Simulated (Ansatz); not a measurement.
## MoS2 (P6_3/mmc): the gap up the ladder of methods

Wanted: a ladder of band gaps for MoS2 (P6_3/mmc), from density functionals to G0W0.

Calculated with Ansatz 0.2.0; density functionals, hybrids and G0W0, plane waves, PAW.

The database entry behind the starting cell differs from later determinations by our own check (about 0.3 % long), so it need not match the best structure at ambient conditions.

## (1) Set-up

Symmetry: P6_3/mmc, No. 194, hexagonal system. Conventional cell: a = 3.169 Å, b = 3.169 Å, c = 12.324 Å, α = 90.00°, β = 90.00°, γ = 120.00°. Nearest to Mo lie 6 S at 2.41 Å. S has 3 Mo at 2.41 Å nearest. Farther neighbours and most contacts between anions are not listed.

The cell and positions come from the Crystallography Open Database and are kept as given unless a step says otherwise. The default PAW set here is soft_2. Its files were made with PBE.

## (2) LDA on the 12×12×2 mesh

This step: DFT, LDA, plane waves, PAW.

The input, input.yaml:

```yaml
crystal:
  lattice:
    - [3.169, 0.0, 0.0]
    - [-1.5845, 2.7444345046, 0.0]
    - [0.0, 0.0, 12.324]
  atoms:
    - { symbol: Mo, position: [0.3333333333, 0.6666666667, 0.25] }
    - { symbol: Mo, position: [0.6666666667, 0.3333333333, 0.75] }
    - { symbol: S, position: [0.3333333333, 0.6666666667, 0.623] }
    - { symbol: S, position: [0.6666666667, 0.3333333333, 0.123] }
    - { symbol: S, position: [0.3333333333, 0.6666666667, 0.877] }
    - { symbol: S, position: [0.6666666667, 0.3333333333, 0.377] }
kpoints:
  mp_grid: { grid: [12, 12, 2] }
  band_path:
    path:
      - [0.0, 0.0, 0.0]
      - [0.5, 0.0, 0.0]
      - [0.33333333, 0.33333333, 0.0]
      - [0.0, 0.0, 0.5]
      - [0.5, 0.0, 0.5]
      - [0.33333333, 0.33333333, 0.5]
      - [0.1666666667, 0.1666666667, 0.0]
    npoints: 1
hamiltonian:
  xc: lda
scf:
  occupations: { method: fixed }
  n_extra_bands: 6
output:
  eigenvalues: true
```

Started as:

```
> ansatz run input.yaml --threads 3 --pin off --max-ram 64512MiB --backend cuda --events-out ev --progress --plain --runs-dir out --devices 1 --max-vram 24GiB  # rebuilt from the run's record
```

Numbers of over 12 decimals in the logs are rounded to 6 here.

Output:

```text
scf.n_extra_bands = 6 over 26 filled bands (N_el = 52.0): the run solves 32 bands
GPUs: using 1 of 1 available (devices: 1).
Engine: ansatz 0.2.0, x86_64-unknown-linux-gnu
Pseudopotentials: kind: paw
Pseudopotential: Mo, paw, valence charge 14, recommended cutoff 420 eV (normal), Mo.paw.azcp
Pseudopotential: S, paw, valence charge 6, recommended cutoff 420 eV (normal), S.paw.azcp
Functional definition: SPW92
  exchange = slater_x
  correlation = pw_c
device memory: the entry about to start is reckoned to put 2.7 GiB on a device that reports 72.6 GiB free (of which the cap on the GPU budget leaves the run 24.0 GiB)
GPU FFT provider: cuFFT
GPU libraries: cuBLAS 13.8.2, cuFFT 12.4.0, cuSOLVER 12.3.4
Crystal: 6 atoms, lattice volume = 107.183 Å³
Basis set: ecut = 420 eV, 2081 PW (Γ)
Bands: 32, of which v1, the nominal top of the filled ones, is band 26 counted from 1 (25 counted from 0)
Symmetry: 24 space group operations
Space group: P63/mmc (ITA 194), of the structure as read, at distance tolerance 4.8e-5 Å
k-points: 38 of 288
Non-local potential: Mo, projectors of the file, l = 0: 3, l = 1: 2, l = 2: 2, l = 3: 1
Non-local potential: S, projectors of the file, l = 0: 2, l = 1: 2, l = 2: 2
PAW form: soft (Blöchl's): semilocal exchange-correlation on the pseudo side does not see the compensation charge
PAW frozen core: Mo, regenerated for the run's functional, and the local potential with it (the file was generated under x = pbe(κ = 0.804, μ = 0.219515), c = pbe(β = 0.066725))
PAW frozen core: S, regenerated for the run's functional, and the local potential with it (the file was generated under x = pbe(κ = 0.804, μ = 0.219515), c = pbe(β = 0.066725))
PAW one-centre angular grid: Mo, 590 points (default); XC on 64 Gauss nodes
PAW one-centre angular grid: S, 110 points (default); XC on 64 Gauss nodes
Initial density: superposition of atomic densities (neutral atoms: chi_scale 0, normalization atom), corrected by the library's trained network
Initial wavefunctions: pseudopotential atomic-orbital guess
GPU buffer pool allocated for 51840 grid points (all kernels)
GPU transforms: local potential and band sums: pruned to the plane-wave sphere, on 24×24×90
Functional: x = slater, c = lda
SCF iter   1: F=—  HF=-13169.701649 eV  |F-HF|=—  |Δ(HF+E_count)|=         —  Δρ=7.57e-3  dr2=3.21e-2  ethr=1.77e-3  ⟨swp⟩=5.0  Hψ=4508  notcnv=0  defer=121
preconditioner: auto → Resta (q_TF=auto, 2.418 Å⁻¹)  ε∞=8.8  [insulator: Δε(μ)=0.810 eV  Ē_g=7.684 eV  n_scr=26 (ndim 8)  ℏωp=21.5 eV  f_vac=0.016  ε∞_Penn≈8.8]
SCF iter   2: F=—  HF=-13169.702635 eV  |F-HF|=—  |Δ(HF+E_count)|=   9.86e-4  Δρ=4.17e-3  dr2=6.88e-3  ethr=6.17e-5  ⟨swp⟩=2.8  Hψ=2235  notcnv=0  defer=150
SCF iter   3: F=—  HF=-13169.703002 eV  |F-HF|=—  |Δ(HF+E_count)|=   3.67e-4  Δρ=1.95e-3  dr2=2.01e-3  ethr=1.32e-5  ⟨swp⟩=2.1  Hψ=1533  notcnv=0  defer=150
SCF iter   4: F=—  HF=-13169.703037 eV  |F-HF|=—  |Δ(HF+E_count)|=   3.58e-5  Δρ=2.12e-4  dr2=1.57e-4  ethr=3.87e-6  ⟨swp⟩=2.3  Hψ=1629  notcnv=0  defer=132
SCF iter   5: F=—  HF=-13169.703016 eV  |F-HF|=—  |Δ(HF+E_count)|=   2.12e-5  Δρ=5.16e-5  dr2=3.19e-6  ethr=3.01e-7  ⟨swp⟩=2.0  Hψ=1682  notcnv=0  defer=28
SCF iter   6: F=—  HF=-13169.703069 eV  |F-HF|=—  |Δ(HF+E_count)|=   5.27e-5  Δρ=1.25e-5  dr2=3.20e-7  ethr=6.14e-9  ⟨swp⟩=2.2  Hψ=1847  notcnv=0  defer=19
SCF iter   7: F=-13169.703069 eV  HF=-13169.703069 eV  |F-HF|=4.73e-10  |Δ(HF+E_count)|=   4.87e-8  Δρ=2.80e-6  dr2=9.23e-9  ethr=1.92e-10  ⟨swp⟩=5.8  Hψ=3944  notcnv=0
SCF 1 converged in 7 iterations: F = -13169.703069 eV  dr2 = 9.23e-9
[...]
device memory: the entry about to start is reckoned to put 1.6 GiB on a device that reports 73.1 GiB free (of which the cap on the GPU budget leaves the run 24.0 GiB)
NSCF: frozen V_eff on 7 k-points
SCF converged after 7 iterations
Free energy (F): -13169.703069 eV
Harris-Foulkes:  -13169.703069 eV  (|F-HF|=4.73e-10)
Internal energy: -13169.703069 eV  (E = F + TS)
E sigma→0 (E₀):  -13169.703069 eV
Fermi energy:    10.669547 eV
--- Per-component energies (eV) ---
  E_band       = -322.813497
  E_kinetic    = 1312.700326
  E_local      = -3939.047412  (includes V_loc(G=0)·N_el)
  E_nonlocal   = 412.298375
  E_hartree    = 1508.584208
  E_xc         = -751.285267
  E_vxc        = -810.099102  (∫ρ·V_xc dr)
  E_paw        = -8453.295329  (= ΣΔE_a)
  E_vpaw       = -315.837293  (= ΣTr[D̂ρ^β])
  E_aug_tail   = 0.000055  (compensation charges beyond the density's cutoff)
  E_ewald      = -3261.216446
  E_core_change = 1.558423  (= ΣΔE_core)
  E_smearing   = -0.000000  (= −TS)
  E_closure    = -0.000000  (closes the sum)
  Σ components = -13169.703069   (vs F -13169.703069, Δ=0.00e0)
--- Band table (eV; the first three rows and the last of 38) ---
  k-point 0: bands = [... 22 lower, 8.5284, 9.4653, 9.5076, 10.6695, 12.7469, 12.7469, 12.7745, 12.7745, ... 2 higher]
  k-point 1: bands = [... 22 lower, 8.5050, 8.5050, 10.4003, 10.4003, 12.7523, 12.7523, 12.7523, 12.7523, ... 2 higher]
  k-point 2: bands = [... 22 lower, 8.6085, 9.4794, 9.6534, 10.4632, 12.6181, 12.6588, 12.7338, 12.7941, ... 2 higher]
  k-point 37: bands = [... 22 lower, 7.8144, 7.8144, 9.9394, 9.9394, 11.6869, 11.6869, 12.8898, 12.8898, ... 2 higher]
```

Elapsed: 6 s, on 1 × NVIDIA H100 80GB HBM3 (shared by 3 runs) with 3 threads of AMD EPYC 7R13 (Zen 3), shared host; peak memory 0.94 GiB.

In the SCF lines HF is the Harris–Foulkes energy and dr2 the Hartree energy of the density residual, in eV; the loop may stop once dr2 is under the threshold and the program's other checks hold. Hψ counts applications of the Hamiltonian.

This step gave:

```yaml
gap: 0.8109 eV
valence_top_at: Γ
conduction_bottom_at: k = (0.167, 0.167, 0.000)
least_direct_gap: 1.649 eV
```

Over mesh and listed points the gap is 0.811 eV, from k = Γ to k = (0.167, 0.167, 0.000). The least direct gap found is 1.649 eV, at k = (0.333, 0.333, 0.000).

## (3) PBE on the 12×12×2 mesh

Levels along a band path and on the mesh show where this functional puts the band edges.

This step: DFT, PBE, plane waves, PAW.

Edit input.yaml of step 2 so:

```diff
@@ -16,14 +16,10 @@
     path:
-      - [0.0, 0.0, 0.0]
-      - [0.5, 0.0, 0.0]
-      - [0.33333333, 0.33333333, 0.0]
-      - [0.0, 0.0, 0.5]
-      - [0.5, 0.0, 0.5]
-      - [0.33333333, 0.33333333, 0.5]
-      - [0.1666666667, 0.1666666667, 0.0]
-    npoints: 1
+      - [[0.0, 0.0, 0.0], [0.5, 0.0, 0.0], [0.33333333, 0.33333333, 0.0], [0.0, 0.0, 0.0], [0.0, 0.0, 0.5], [0.5, 0.0, 0.5], [0.33333333, 0.33333333, 0.5], [0.0, 0.0, 0.5]]
+      - [[0.5, 0.0, 0.5], [0.5, 0.0, 0.0]]
+      - [[0.33333333, 0.33333333, 0.5], [0.33333333, 0.33333333, 0.0]]
+    npoints: 10
 hamiltonian:
-  xc: lda
+  xc: pbe
 scf:
-  occupations: { method: fixed }
+  occupations: { method: fermi_dirac, width: 0.02 }
   n_extra_bands: 6
@@ -31 +27,5 @@
   eigenvalues: true
+  write_density: true
+  write_potential: true
+  elf: true
+  volumetric_format: npy
```

Output:

```text
[...]
GPUs: using 1 of 1 available (devices: 1).
[...]
GPU FFT provider: cuFFT
GPU libraries: cuBLAS 13.8.2, cuFFT 12.4.0, cuSOLVER 12.3.4
Crystal: 6 atoms, lattice volume = 107.183 Å³
Basis set: ecut = 420 eV, 2081 PW (Γ)
Bands: 32, of which v1, the nominal top of the filled ones, is band 26 counted from 1 (25 counted from 0)
Symmetry: 24 space group operations
[...]
k-points: 38 of 288
[...]
GPU buffer pool allocated for 51840 grid points (all kernels)
[...]
SCF iter   1: F=—  HF=-13525.527604 eV  |F-HF|=—  |Δ(HF+E_count)|=         —  Δρ=5.48e-3  dr2=7.50e-3  ethr=1.77e-3  ⟨swp⟩=7.6  Hψ=5527  notcnv=0
[...]
SCF iter   6: F=-13525.541117 eV  HF=-13525.541117 eV  |F-HF|=2.21e-8  |Δ(HF+E_count)|=   1.57e-6  Δρ=8.20e-6  dr2=8.59e-8  ethr=1.92e-10  ⟨swp⟩=4.1  Hψ=4192  notcnv=0
SCF 1 converged in 6 iterations: F = -13525.541117 eV  dr2 = 8.59e-8
[...]
NSCF: frozen V_eff on 93 k-points, pencils in batches of 32, up to order 144
SCF converged after 6 iterations
Free energy (F): -13525.541117 eV
[...]
Internal energy: -13525.541117 eV  (E = F + TS)
E sigma→0 (E₀):  -13525.541117 eV
Fermi energy:    11.321621 eV
[...]
--- Band table (eV; the first three rows and the last of 38) ---
  k-point 0: bands = [... 22 lower, 8.7672, 9.7121, 9.7501, 10.8974, 12.9945, 12.9945, 13.0225, 13.0225, ... 2 higher]
  k-point 1: bands = [... 22 lower, 8.7439, 8.7439, 10.6308, 10.6308, 12.9999, 12.9999, 12.9999, 12.9999, ... 2 higher]
  k-point 2: bands = [... 22 lower, 8.8483, 9.7596, 9.8535, 10.6930, 12.8779, 12.9186, 12.9824, 13.0320, ... 2 higher]
  k-point 37: bands = [... 22 lower, 8.0259, 8.0259, 10.2004, 10.2004, 11.9460, 11.9460, 13.1987, 13.1987, ... 2 higher]
```

Wall time 4.1 s (1 × NVIDIA H100 80GB HBM3 (shared by 3 runs) with 3 threads); peak memory 0.99 GiB.

This step gave:

| Property | Result |
| --- | --- |
| filled bands | 26 |
| gap | 0.8845 eV |
| valence top at | Γ |
| conduction bottom at | k = (0.167, 0.167, 0.000) |
| least direct gap | 1.654 eV |

Over mesh and path the gap is 0.884 eV, from k = Γ to k = (0.167, 0.167, 0.000). The least direct gap found is 1.654 eV, at k = (0.333, 0.333, 0.000). PBE against LDA: 0.884 − 0.811 = +0.073 eV, with the same mesh, files and cutoff, and both edges at the same k points.

## (4) PBE+SOC on the 12×12×2 mesh

This run has two-component orbitals with spin-orbit coupling.

This step: DFT, PBE with spin-orbit coupling, plane waves, PAW.

input.yaml, the sections that differ from step 3:

```yaml
kpoints:
  mp_grid: { grid: [12, 12, 2] }
  band_path:
    path:
      - [0.0, 0.0, 0.0]
      - [0.5, 0.0, 0.0]
      - [0.33333333, 0.33333333, 0.0]
      - [0.0, 0.0, 0.5]
      - [0.5, 0.0, 0.5]
      - [0.33333333, 0.33333333, 0.5]
      - [0.1666666667, 0.1666666667, 0.0]
    npoints: 1
scf:
  occupations: { method: fermi_dirac, width: 0.02 }
  n_extra_bands: 12
magnetization:
  noncollinear: true
  spin_orbit: true
output:
  eigenvalues: true
# crystal, hamiltonian: as in step 3
```

Output:

```text
[...]
GPUs: using 1 of 1 available (devices: 1).
[...]
non-collinear run that drives no moment, with spin-orbit: no starting moment large enough to seed its density (crystal.atoms[].spin), no starting occupations that ask for one, no magnetisation constraint and no magnetic field, so the semilocal B_xc is pinned to zero
[...]
GPU FFT provider: cuFFT
[...]
k-point 0: bands = [... 48 lower, 9.7573, 9.7573, 10.9024, 10.9024, 12.9530, 12.9530, 12.9816, 12.9816, ... 8 higher]
  k-point 1: bands = [... 48 lower, 10.6351, 10.6351, 10.6351, 10.6351, 12.9601, 12.9601, 12.9601, 12.9601, ... 8 higher]
  k-point 2: bands = [... 48 lower, 9.8565, 9.8565, 10.6974, 10.6974, 12.8687, 12.8687, 12.9100, 12.9100, ... 8 higher]
  k-point 37: bands = [... 48 lower, 10.1295, 10.1295, 10.2759, 10.2759, 11.9438, 11.9438, 11.9467, 11.9467, ... 8 higher]
[key lines of the parts left out:]
SCF converged after 9 iterations
Magnetization: |M| = 0.0000 μB,  M = (+0.0000, +0.0000, +0.0000) μB
Free energy (F): -13527.898130 eV
Fermi energy:    11.323868 eV
```

The job ended after 6.5 s (1 × NVIDIA H100 80GB HBM3 (shared by 3 runs) with 3 threads; peak memory 0.99 GiB; 9.3 s of CPU time).

This step gave:

```
gap                  : 0.8790 eV
valence top at       : Γ
conduction bottom at : k = (0.167, 0.167, 0.000)
least direct gap     : 1.621 eV
```

Over mesh and listed points the gap is 0.879 eV, from k = Γ to k = (0.167, 0.167, 0.000). The least direct gap found is 1.621 eV, at k = (0.333, 0.333, 0.000). PBE+SOC against PBE: 0.879 − 0.884 = −0.005 eV, with the same mesh, set of files (read in its fully relativistic form for the spin-orbit run) and cutoff, and both edges at the same k points. The spin-orbit run sees mesh and listed points alone, so its gap is an upper bound: the coupling can move an edge off these points, and the change over the zone, its sign included where it is small, is not known.

## (5) r2SCAN on the 12×12×2 mesh

r2SCAN is a meta-GGA: it depends on the kinetic-energy density as well as on the density and its gradient.

This step: DFT, r2SCAN, plane waves, PAW.

Edit input.yaml of step 4 so:

```diff
@@ -25,10 +25,11 @@
 hamiltonian:
-  xc: pbe
+  xc: r2scan
 scf:
-  occupations: { method: fermi_dirac, width: 0.02 }
-  n_extra_bands: 12
-magnetization:
-  noncollinear: true
-  spin_orbit: true
+  occupations: { method: fixed }
+  n_extra_bands: 6
 output:
   eigenvalues: true
+  write_density: true
+  write_potential: true
+  elf: true
+  volumetric_format: npy
```

Output:

```text
[...]
GPUs: using 1 of 1 available (devices: 1).
[...]
GPU FFT provider: cuFFT
GPU libraries: cuBLAS 13.8.2, cuFFT 12.4.0, cuSOLVER 12.3.4
Crystal: 6 atoms, lattice volume = 107.183 Å³
Basis set: ecut = 500 eV, 2739 PW (Γ), exchange–correlation on 96×96×360 points (64 copies of the dense FFT grid, shifted against one another)
[...]
--- Band table (eV; the first three rows and the last of 38) ---
  k-point 0: bands = [... 22 lower, 8.5243, 9.4938, 9.6177, 10.7941, 13.0336, 13.0336, 13.0627, 13.0627, ... 2 higher]
  k-point 1: bands = [... 22 lower, 8.4996, 8.4996, 10.5069, 10.5069, 13.0382, 13.0382, 13.0382, 13.0382, ... 2 higher]
  k-point 2: bands = [... 22 lower, 8.6113, 9.6246, 9.6431, 10.5845, 12.9325, 12.9716, 13.0094, 13.0472, ... 2 higher]
  k-point 37: bands = [... 22 lower, 7.7489, 7.7489, 10.0569, 10.0569, 11.9089, 11.9089, 13.2477, 13.2477, ... 2 higher]
[key lines of the parts left out:]
SCF converged after 7 iterations
Free energy (F): -13564.282374 eV
Fermi energy:    10.794142 eV
```

It took 8.1 s on 1 × NVIDIA H100 80GB HBM3 (shared by 3 runs) with 3 threads; peak memory 1.1 GiB.

Numbers from this step:

```yaml
gap: 0.9893 eV
valence_top_at: Γ
conduction_bottom_at: k = (0.167, 0.167, 0.000)
least_direct_gap: 1.763 eV
```

Over mesh and listed points the gap is 0.989 eV, from k = Γ to k = (0.167, 0.167, 0.000). The least direct gap found is 1.763 eV, at k = (0.333, 0.333, 0.000). r2SCAN against PBE: 0.989 − 0.884 = +0.105 eV. The runs also differ in plane-wave cutoff (420 eV and 500 eV), so how much of this comes from the functional alone is not known.

## (6) HSE06 on the 6×6×2 mesh

HSE06 mixes in a quarter of exact exchange at short range.

This step: DFT, HSE06, plane waves, PAW.

Edit input.yaml of step 5 so:

```diff
@@ -13,3 +13,3 @@
 kpoints:
-  mp_grid: { grid: [12, 12, 2] }
+  mp_grid: { grid: [6, 6, 2] }
   band_path:
@@ -25,3 +25,3 @@
 hamiltonian:
-  xc: r2scan
+  xc: hse06
 scf:
@@ -31,5 +31 @@
   eigenvalues: true
-  write_density: true
-  write_potential: true
-  elf: true
-  volumetric_format: npy
```

Output:

```text
[...]
GPUs: using 1 of 1 available (devices: 1).
[...]
davidson cushion auto → on  (no smearing: the cushion is to keep the highest requested band from converging to the state above it; pin scf.eigensolver.cushion to override)
[...]
GPU FFT provider: cuFFT
GPU libraries: cuBLAS 13.8.2, cuFFT 12.4.0, cuSOLVER 12.3.4
Crystal: 6 atoms, lattice volume = 107.183 Å³
Basis set: ecut = 420 eV, 2081 PW (Γ)
[...]
Fermi energy:    10.522562 eV
[...]
--- Band table (eV; the first three rows and the last of 14) ---
  k-point 0: bands = [... 22 lower, 8.1940, 9.1050, 9.2723, 10.5226, 13.3442, 13.3442, 13.3757, 13.3757, ... 2 higher]
  k-point 1: bands = [... 22 lower, 8.1667, 8.1667, 10.2136, 10.2136, 13.3482, 13.3482, 13.3482, 13.3482, ... 2 higher]
  k-point 2: bands = [... 22 lower, 8.2016, 9.1362, 9.2062, 9.6785, 12.6441, 13.0246, 13.1090, 13.2419, ... 2 higher]
  k-point 13: bands = [... 22 lower, 7.2389, 7.2389, 9.8266, 9.8266, 12.0384, 12.0384, 13.5906, 13.5906, ... 2 higher]
[key lines of the parts left out:]
Free energy (F): -13531.565462 eV
```

It took 31 s on 1 × NVIDIA H100 80GB HBM3 (shared by 3 runs) with 3 threads; peak memory 1.3 GiB; 36 s of CPU time.

This step gave:

* gap: 1.444 eV
* valence top at: Γ
* conduction bottom at: k = (0.167, 0.167, 0.000)
* least direct gap: 2.116 eV
* exact-exchange fraction: 0.25

Over mesh and listed points the gap is 1.444 eV, from k = Γ to k = (0.167, 0.167, 0.000). The least direct gap found is 2.116 eV, at k = (0.333, 0.333, 0.000). HSE06 against PBE: 1.444 − 0.884 = +0.560 eV. The runs also differ in mesh (12×12×2 and 6×6×2), so how much of this comes from the functional alone is not known.

## (7) PBE0 on the 6×6×2 mesh

PBE0 mixes in a quarter of exact exchange at all distances.

This step: DFT, PBE0, plane waves, PAW.

Edit input.yaml of step 6 so:

```diff
@@ -25,3 +25,3 @@
 hamiltonian:
-  xc: hse06
+  xc: pbe0
 scf:
```

Output:

```text
[...]
GPUs: using 1 of 1 available (devices: 1).
[...]
GPU FFT provider: cuFFT
GPU libraries: cuBLAS 13.8.2, cuFFT 12.4.0, cuSOLVER 12.3.4
Crystal: 6 atoms, lattice volume = 107.183 Å³
Basis set: ecut = 420 eV, 2081 PW (Γ)
Bands: 32, of which v1, the nominal top of the filled ones, is band 26 counted from 1 (25 counted from 0)
Symmetry: 24 space group operations
[...]
k-points: 14 of 72
[...]
Fermi energy:    10.188729 eV
[...]
--- Band table (eV; the first three rows and the last of 14) ---
  k-point 0: bands = [... 22 lower, 7.8318, 8.7415, 8.8925, 10.1887, 13.6981, 13.6981, 13.7342, 13.7342, ... 2 higher]
  k-point 1: bands = [... 22 lower, 7.8044, 7.8044, 9.8690, 9.8690, 13.7031, 13.7031, 13.7031, 13.7031, ... 2 higher]
  k-point 2: bands = [... 22 lower, 7.8305, 8.7769, 8.8347, 9.3254, 12.9945, 13.3780, 13.4611, 13.6034, ... 2 higher]
  k-point 13: bands = [... 22 lower, 6.8492, 6.8492, 9.4823, 9.4823, 12.3605, 12.3605, 13.9498, 13.9498, ... 2 higher]
[key lines of the parts left out:]
Free energy (F): -13531.529881 eV
```

Elapsed: 19 s, on 1 × NVIDIA H100 80GB HBM3 (shared by 3 runs) with 3 threads; peak memory 1.3 GiB.

Numbers from this step:

- gap: 2.111 eV
- valence top at: Γ
- conduction bottom at: k = (0.167, 0.167, 0.000)
- least direct gap: 2.777 eV
- exact-exchange fraction: 0.25

Over mesh and listed points the gap is 2.111 eV, from k = Γ to k = (0.167, 0.167, 0.000). The least direct gap found is 2.777 eV, at k = (0.333, 0.333, 0.000). PBE0 against HSE06: 2.111 − 1.444 = +0.667 eV, with the same mesh, files and cutoff, and both edges at the same k points.

[end of part 1 of 2]

[Paths, hosts, dates, memory and timing lines, banners, echoed tables and standing remarks are left out of the program output.]

[Logs are printed without paths, hosts, clocks, repeated set-up lines and the standing remarks that a program may print on its own settings, such as how far it seeks lower states.]

[Runs of the session that timed out or met a known fault of the program may be left out.]

[Cells called generated may have been cut or substituted from an entry of the Crystallography Open Database or the Materials Project.]

[Hosts, paths, dates, database ids (printed as entryN), source tags and the programs' standing remarks are cut or masked in the printed files.]

[Where an RPA ε∞ is given, it is that of the G0W0 mesh and is not shown converged in it. Names of k-points follow the symmetry that the program found, which can be lower than the space group named. Band edges on a path are those of the sampled points; other points can move an edge, and change direct to indirect where valleys lie close.]

[Hybrid gaps are those of their k-mesh and are not shown converged in it.]
